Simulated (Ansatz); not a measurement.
**Al2Pt: the spin part of the Knight shift**

Wanted: spin susceptibility and spin part of the Knight shift of Al2Pt, from the response to a Zeeman field.

Main program and level: Ansatz 0.2.0; DFT, PBE, plane-wave PAW, default files (PAW set soft_2), collinear spin, scalar-relativistic.

The database entry behind the starting cell differs from later determinations by our own check (0.1 to 0.3 % short, probably kX units), so it need not match the best structure at ambient conditions.

**1. The starting structure**

Symmetry: Fm-3m, No. 225, cubic system. Conventional cell: a = 5.910 Å, b = 5.910 Å, c = 5.910 Å, α = 90.00°, β = 90.00°, γ = 90.00°. Nearest to Pt lie 8 Al at 2.56 Å. Nearest to Al lie 4 Pt at 2.56 Å. Farther neighbours are not listed.

The cell is an entry of the Crystallography Open Database; it need not be the form that is stable at ambient conditions.

**2. Applying a field to the spins**

A field acting on the spins alone polarises the electrons at the Fermi level, and through exchange the cores. The spin density that this leaves at a nucleus gives the contact field (2μ₀/3) μB ρ_s, and its ratio to B is the isotropic contact shift K; the spin-dipolar anisotropy is not included. The field, 300 T, is far above laboratory fields so that the moment stands clear of numerical noise; it splits the spins by 35 meV, against a smearing of 70 meV. The net moment comes from states near the Fermi level, so the mesh must be dense.

File input.yaml:

```yaml
crystal:
  lattice:
    - [0.0, 2.955, 2.955]
    - [2.955, 0.0, 2.955]
    - [2.955, 2.955, 0.0]
  atoms:
    - { symbol: Pt, position: [0.0, 0.0, 0.0] }
    - { symbol: Al, position: [0.75, 0.75, 0.75] }
    - { symbol: Al, position: [0.25, 0.25, 0.25] }
kpoints:
  mp_grid: { grid: [13, 13, 13] }
scf:
  lower_state_search: "off"
  occupations: { method: fermi_dirac, width: 0.07 }
  convergence: { dr2_threshold: 1.0e-10 }
hamiltonian:
  xc: pbe
output:
  efg: { contact_densities: true, quadrupole_moments_barn: { Al: 0.1466 } }
  forces: false
  dos: { de: 0.02 }
  write_density: true
  write_potential: true
  elf: true
  volumetric_format: npy
magnetization:
  spin_polarized: true
  magnetic_field: 300
```

Command:

```sh
$ ansatz run input.yaml --threads 4 --pin off --max-ram 8192MiB --backend cpu --events-out ev --progress --plain --runs-dir out
```

Numbers of over 12 decimals in the logs are rounded to 6 here.

Output:

```text
[a pick of lines, long numbers rounded; other set-up, energy and force rows are left out]
Functional definition: PBE
Basis set: ecut = 420 eV, 965 PW (Γ)
Symmetry: 48 space group operations
k-points: 84 of 2197
SCF iter   1: F=—  HF=-13601.779345 eV  |F-HF|=—  |Δ(HF+E_count)|=         —  Δρ=4.62e-2 (↑4.60e-2 ↓4.62e-2)  dr2=5.38e0  dr2_m=3.83e-5  M=0.023 μB ∫|m|=0.023 μB  β_m=1.00  ethr=3.10e-3  ⟨swp⟩=5.6  Hψ=14456  notcnv=0
preconditioner: auto → Kerker (q_TF=auto, 2.401 Å⁻¹)  [metal: Δε(μ)=0.027 eV  Ē_g=8.478 eV  σ=0.070 eV  W_gap=0.09  n_scr=14 (ndim 8)  ℏωp=20.7 eV  f_vac=0.000  D(μ)=1.30/eV (n_scr^D=14)]
SCF iter   2: F=—  HF=-13600.869534 eV  |F-HF|=—  |Δ(HF+E_count)|=   9.10e-1  Δρ=2.28e-2 (↑2.28e-2 ↓2.27e-2)  dr2=1.06e0  dr2_m=1.97e-6  M=0.024 μB ∫|m|=0.024 μB  β_m=0.30  ethr=3.10e-3  ⟨swp⟩=2.3  Hψ=6174  notcnv=0  defer=46
SCF iter   3: F=—  HF=-13599.651310 eV  |F-HF|=—  |Δ(HF+E_count)|=    1.22e0  Δρ=2.09e-2 (↑2.09e-2 ↓1.87e-2)  dr2=1.07e-1  dr2_m=1.44e-1  M=1.550 μB ∫|m|=1.550 μB  ethr=3.10e-3  ⟨swp⟩=2.1  Hψ=4661  notcnv=0  defer=46
SCF iter   4: F=—  HF=-13600.514034 eV  |F-HF|=—  |Δ(HF+E_count)|=         —  Δρ=1.86e-2 (↑1.59e-2 ↓1.86e-2)  dr2=1.00e-1  dr2_m=1.06e-1  M=0.329 μB ∫|m|=0.333 μB  β_m=0.30  ethr=4.47e-4  ⟨swp⟩=2.8  Hψ=6099  notcnv=0  defer=66
SCF iter   5: F=—  HF=-13600.583520 eV  |F-HF|=—  |Δ(HF+E_count)|=   6.95e-2  Δρ=1.40e-2 (↑1.18e-2 ↓1.40e-2)  dr2=6.50e-2  dr2_m=5.79e-2  M=0.257 μB ∫|m|=0.262 μB  β_m=0.30  ethr=4.19e-4  ⟨swp⟩=1.1  Hψ=2801  notcnv=0  defer=66
SCF iter   6: F=—  HF=-13600.620273 eV  |F-HF|=—  |Δ(HF+E_count)|=   3.68e-2  Δρ=8.36e-3 (↑8.36e-3 ↓8.30e-3)  dr2=2.69e-3  dr2_m=3.19e-2  M=0.197 μB ∫|m|=0.202 μB  β_m=0.30  ethr=2.71e-4  ⟨swp⟩=2.0  Hψ=3400  notcnv=0  defer=66
SCF iter   7: F=—  HF=-13600.642191 eV  |F-HF|=—  |Δ(HF+E_count)|=   2.19e-2  Δρ=6.29e-3 (↑6.29e-3 ↓6.14e-3)  dr2=1.59e-3  dr2_m=1.76e-2  M=0.155 μB ∫|m|=0.160 μB  β_m=0.30  ethr=1.12e-5  ⟨swp⟩=1.7  Hψ=3478  notcnv=0  defer=66
SCF iter   8: F=—  HF=-13600.655854 eV  |F-HF|=—  |Δ(HF+E_count)|=   1.37e-2  Δρ=4.56e-3 (↑4.56e-3 ↓4.56e-3)  dr2=2.37e-4  dr2_m=9.80e-3  M=0.124 μB ∫|m|=0.128 μB  β_m=0.30  ethr=6.64e-6  ⟨swp⟩=2.1  Hψ=4615  notcnv=0  defer=66
SCF iter   9: F=—  HF=-13600.673994 eV  |F-HF|=—  |Δ(HF+E_count)|=         —  Δρ=3.13e-4 (↑3.13e-4 ↓3.00e-4)  dr2=1.44e-4  dr2_m=2.34e-5  M=0.019 μB ∫|m|=0.019 μB  β_m=0.30  ethr=9.88e-7  ⟨swp⟩=6.3  Hψ=12654  notcnv=0  defer=4
SCF iter  10: F=—  HF=-13600.674036 eV  |F-HF|=—  |Δ(HF+E_count)|=   4.17e-5  Δρ=2.54e-4 (↑2.54e-4 ↓2.17e-4)  dr2=9.97e-5  dr2_m=1.29e-5  M=0.020 μB ∫|m|=0.020 μB  β_m=0.65  ethr=6.00e-7  ⟨swp⟩=1.0  Hψ=4200  notcnv=0  defer=4
SCF iter  11: F=—  HF=-13600.674141 eV  |F-HF|=—  |Δ(HF+E_count)|=   1.05e-4  Δρ=7.53e-5 (↑7.53e-5 ↓6.32e-5)  dr2=1.80e-5  dr2_m=1.05e-7  M=0.024 μB ∫|m|=0.024 μB  β_m=0.73  ethr=4.15e-7  ⟨swp⟩=2.1  Hψ=3934  notcnv=0  defer=4
SCF iter  12: F=—  HF=-13600.674153 eV  |F-HF|=—  |Δ(HF+E_count)|=   1.24e-5  Δρ=3.41e-5 (↑3.05e-5 ↓3.41e-5)  dr2=2.69e-6  dr2_m=2.07e-7  M=0.024 μB ∫|m|=0.024 μB  β_m=0.86  ethr=7.49e-8  ⟨swp⟩=2.0  Hψ=3904  notcnv=0  defer=4
SCF iter  13: F=—  HF=-13600.674156 eV  |F-HF|=—  |Δ(HF+E_count)|=   3.12e-6  Δρ=5.72e-6 (↑5.72e-6 ↓5.55e-6)  dr2=1.82e-8  dr2_m=1.14e-8  M=0.024 μB ∫|m|=0.024 μB  β_m=0.93  ethr=1.12e-8  ⟨swp⟩=2.1  Hψ=4080  notcnv=0  defer=4
SCF iter  14: F=—  HF=-13600.674156 eV  |F-HF|=—  |Δ(HF+E_count)|=   2.80e-8  Δρ=1.45e-6 (↑1.45e-6 ↓7.20e-7)  dr2=1.30e-9  dr2_m=3.52e-10  M=0.024 μB ∫|m|=0.024 μB  β_m=0.97  ethr=7.60e-11  ⟨swp⟩=2.0  Hψ=4174  notcnv=0  defer=4
SCF iter  15: F=-13600.674156 eV  HF=-13600.674156 eV  |F-HF|=5.82e-11  |Δ(HF+E_count)|=  7.46e-10  Δρ=2.23e-7 (↑1.67e-7 ↓2.23e-7)  dr2=9.50e-11  dr2_m=1.54e-12  M=0.024 μB ∫|m|=0.024 μB  β_m=0.98  ethr=1.00e-12  ⟨swp⟩=1.8  Hψ=8269  notcnv=0
SCF iter  16: F=-13600.674156 eV  HF=-13600.674156 eV  |F-HF|=3.64e-12  |Δ(HF+E_count)|=  3.64e-12  Δρ=4.41e-8 (↑4.41e-8 ↓3.00e-8)  dr2=2.72e-12  dr2_m=1.54e-13  M=0.024 μB ∫|m|=0.024 μB  β_m=0.99  ethr=1.00e-12  ⟨swp⟩=1.0  Hψ=6662  notcnv=0
SCF iter  17: F=-13600.674156 eV  HF=-13600.674156 eV  |F-HF|=1.82e-12  |Δ(HF+E_count)|=  1.82e-12  Δρ=9.92e-9 (↑9.92e-9 ↓7.54e-9)  dr2=1.63e-13  dr2_m=4.42e-15  M=0.024 μB ∫|m|=0.024 μB  ethr=1.00e-12  ⟨swp⟩=1.0  Hψ=6333  notcnv=0
SCF converged after 17 iterations
Magnetization: 0.0239 μB (12.0120 up, 11.9880 down)
Absolute magnetization: 0.0239 μB (∫|ρ↑−ρ↓|, with the PAW one-centre terms)
Per-site moments (μB) at R_I (Å): [(0.00488696, 1.055631), (0.00318266, 1.055631), (0.00318266, 1.055631)]
Free energy (F): -13600.674156 eV
Fermi energy:    11.406387 eV
--- PAW observables at the nuclei: V_zz in 10²¹ V/m², potentials from the cell's mean, atoms counted from 1 ---
  atom   1  Pt V_zz =    -0.000000   η = 0.0000   by run symmetry: forbidden
            electrostatic potential = -16114.197627 V   contact ρ = 12084762.450233 e/Å³   contact ρ_s (e/Å³): all electrons +0.155939, valence +0.169240
  atom   2  Al V_zz =    -0.000000   η = 0.0000   by run symmetry: forbidden   C_q = -0.0000 MHz
            electrostatic potential = -1234.108709 V   contact ρ = 10084.724868 e/Å³   contact ρ_s (e/Å³): all electrons +0.021005, valence +0.020929
  atom   3  Al V_zz =    -0.000000   η = 0.0000   by run symmetry: forbidden   C_q = -0.0000 MHz
            electrostatic potential = -1234.108709 V   contact ρ = 10084.724868 e/Å³   contact ρ_s (e/Å³): all electrons +0.021005, valence +0.020929
--- Band table (eV; the first three rows and the last of 168) ---
  k-point 0 ↑: bands = ["-87.4921", "-41.7259", "-41.7259", "-41.7259", "1.1509", "6.3181", "6.3181", "6.3181", "7.6707", "7.6707", "14.3384", "15.1866", "15.1866", "15.1866", "16.7861", "16.7861", "16.7861"]
  k-point 1 ↑: bands = ["-87.4921", "-41.7261", "-41.7259", "-41.7259", "1.2326", "6.2686", "6.3459", "6.3459", "7.6607", "7.6607", "13.9786", "14.5701", "14.9458", "14.9458", "17.0575", "17.0575", "17.4004"]
  k-point 2 ↑: bands = ["-87.4921", "-41.7265", "-41.7260", "-41.7260", "1.4745", "6.1347", "6.4202", "6.4202", "7.6420", "7.6420", "12.4150", "14.4216", "14.4216", "14.7790", "17.1764", "17.2071", "17.2071"]
  k-point 83 ↓: bands = ["-87.4550", "-41.6903", "-41.6901", "-41.6894", "5.1873", "5.3952", "6.1734", "6.4158", "7.5871", "8.0482", "8.5992", "8.8217", "10.5934", "16.3685", "16.6611", "17.3670", "18.2138"]
```

Run time: 4.7 s. Hardware: 4 threads of Arm Neoverse V1, shared host; peak memory 0.5 GiB; 16 s of CPU time.

The moment is 0.0239 μB a cell, a spin susceptibility of 14.8 × 10⁻⁶ emu per mole of atoms. With 7.769 T for 1 e/Å³:

```
site  nucleus  contact shift (ppm)  from valence states  rest (mostly cores)
  Pt    195Pt                 4040                 4380                 -344
  Al     27Al                  544                  542                  2.0
```

The split depends on the files: semicore shells that they treat as valence count in the first part.

**3. Is the response linear?**

The shift is a ratio that holds only while the moment grows in step with the field, so the field is doubled.

Changes to input.yaml since step 2:

```diff
@@ -20,9 +20,4 @@
   forces: false
-  dos: { de: 0.02 }
-  write_density: true
-  write_potential: true
-  elf: true
-  volumetric_format: npy
 magnetization:
   spin_polarized: true
-  magnetic_field: 300
+  magnetic_field: 600
```

Output:

```text
[a pick of lines, long numbers rounded; other set-up, energy and force rows are left out]
[...]
Basis set: ecut = 420 eV, 965 PW (Γ)
[... 1 set-up line as in the run before ...]
k-points: 84 of 2197
[...]
SCF converged after 16 iterations
Magnetization: 0.0479 μB (12.0240 up, 11.9760 down)
Absolute magnetization: 0.0479 μB (∫|ρ↑−ρ↓|, with the PAW one-centre terms)
Per-site moments (μB) at R_I (Å): [(0.0098036, 1.055631), (0.00637959, 1.055631), (0.00637959, 1.055631)]
Free energy (F): -13600.674780 eV
Fermi energy:    11.406443 eV
[...]
atom   1  Pt V_zz =    +0.000000   η = 0.0000   by run symmetry: forbidden
[...]
atom   2  Al V_zz =    -0.000000   η = 0.0000   by run symmetry: forbidden   C_q = -0.0000 MHz
[...]
atom   3  Al V_zz =    -0.000000   η = 0.0000   by run symmetry: forbidden   C_q = -0.0000 MHz
[...]
```

The job ended after 4 s (4 threads; peak memory 0.48 GiB; 13 s of CPU time).

The moment goes from 0.0239 to 0.0479 μB, a factor of 2.01, and the shift of Pt from 4040 to 3980 ppm. The response is linear on all sites, to 3 % of the larger of shift and valence part or 3 ppm; the largest move is -55 ppm, on Pt.

**4. How settled the numbers are**

Each row names what differs in the settings from the first run, the PAW files staying the same unless named (PBE, default files (PAW set soft_2), mesh 13×13×13, fermi dirac smearing of 0.07 eV, cutoff 420 eV, 300 T). Shifts in ppm; times on 4 threads of Arm Neoverse V1, shared host.

```
          run   time  χ_s (10⁻⁶ emu/mol)     Pt    Al
    first run  4.7 s                14.8   4040   544
   mesh 7×7×7  2.1 s                27.6  11700   816
   mesh 5×5×5  1.7 s                54.5  26800  1930
mesh 16×16×16  6.3 s                15.1   4020   497
```

**5. Outcome**

```json
{
 "195Pt contact shift": "4040 ppm",
 "27Al contact shift": "544 ppm",
 "spin susceptibility": "14.8 × 10⁻⁶ emu per mole of atoms"
}
```

In words: The spin part of the Knight shift is 4040 ppm on Pt and 544 ppm on Al in the first run. For its size, with shifts under 60 ppm counted as 60, Pt moves most with the settings. The finer mesh 16×16×16 changes the shift of Pt by -0.5 %; at least one site moves by over 5 %, so the first run is not converged in the mesh. Over the rows of this table on the first cell the shift spans 4020 to 26800 ppm on Pt and 497 to 1930 ppm on Al. 1 further run of this session (failed, refused or on trial settings) is not shown. The orbital shift is left out; on d- and f-block metals such as Pt it can be large. Spin-orbit coupling is missing.

[Logs are printed without paths, hosts, clocks, repeated set-up lines and the standing remarks that a program may print on its own settings, such as how far it seeks lower states.]

[Hosts, paths, dates, database ids (printed as entryN), source tags and the programs' standing remarks are cut or masked in the printed files.]
